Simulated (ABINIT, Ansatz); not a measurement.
An input for ABINIT 10.8.3 (ZrSe3 (P2_1/m)):

```
acell 3*1.0 Angstrom
rprim 
  5.410900000000 -0.000000000000 -0.000000000000
  -0.000000000000 3.748800000000 0.000000000000
  -1.229420909100 0.000000000000 9.363634990100
ntypat 2
znucl 40 34
natom 8
typat 1 1 2 2 2 2 2 2
xred 
  0.285000000000 0.250000000000 0.656000000000
  0.715000000000 0.750000000000 0.344000000000
  0.762000000000 0.250000000000 0.554000000000
  0.238000000000 0.750000000000 0.446000000000
  0.456000000000 0.250000000000 0.174000000000
  0.544000000000 0.750000000000 0.826000000000
  0.888000000000 0.250000000000 0.169000000000
  0.112000000000 0.750000000000 0.831000000000
pp_dirpath "pseudos"
pseudos "Zr.upf, Se.upf"
ecut 48
ngkpt 2 4 2
nshiftk 1
shiftk 0 0 0
kptopt 1
chksymbreak 0
iscf -2
irdden 1
istwfk *1
nband 190
nbdbuf 16
tolwfr 1e-09
nstep 60
prtvol 0
indata_prefix "in"
outdata_prefix "out"
tmpdata_prefix "tmp"
```

```sh
OMP_NUM_THREADS=1 mpirun -n 4 abinit run.abi > log
```

Q: How long will it take on 4 MPI ranks of Arm Neoverse V1, shared host, and how much memory?

It took 8.9 min; on shared hardware allow 4.4 min to 18 min. Peak host memory was 1.2 GiB.

[Paths, hosts, dates, memory and timing lines, banners, echoed tables and standing remarks are left out of the program output.]

[Logs are printed without paths, hosts, clocks, repeated set-up lines and the standing remarks that a program may print on its own settings, such as how far it seeks lower states.]

[Runs of the session that timed out or met a known fault of the program may be left out.]

[Hosts, paths, dates, database ids (printed as entryN), source tags and the programs' standing remarks are cut or masked in the printed files.]

[G0W0 gaps are taken among the corrected bands and points alone; a level outside them can change the order at an edge.]

[Where Ansatz stands beside ABINIT at settings called matched, ABINIT's density can come from a denser mesh and the files from another edition; pairs whose starting gaps differed by over 0.03 eV were left out, so agreement reads better than it is.]
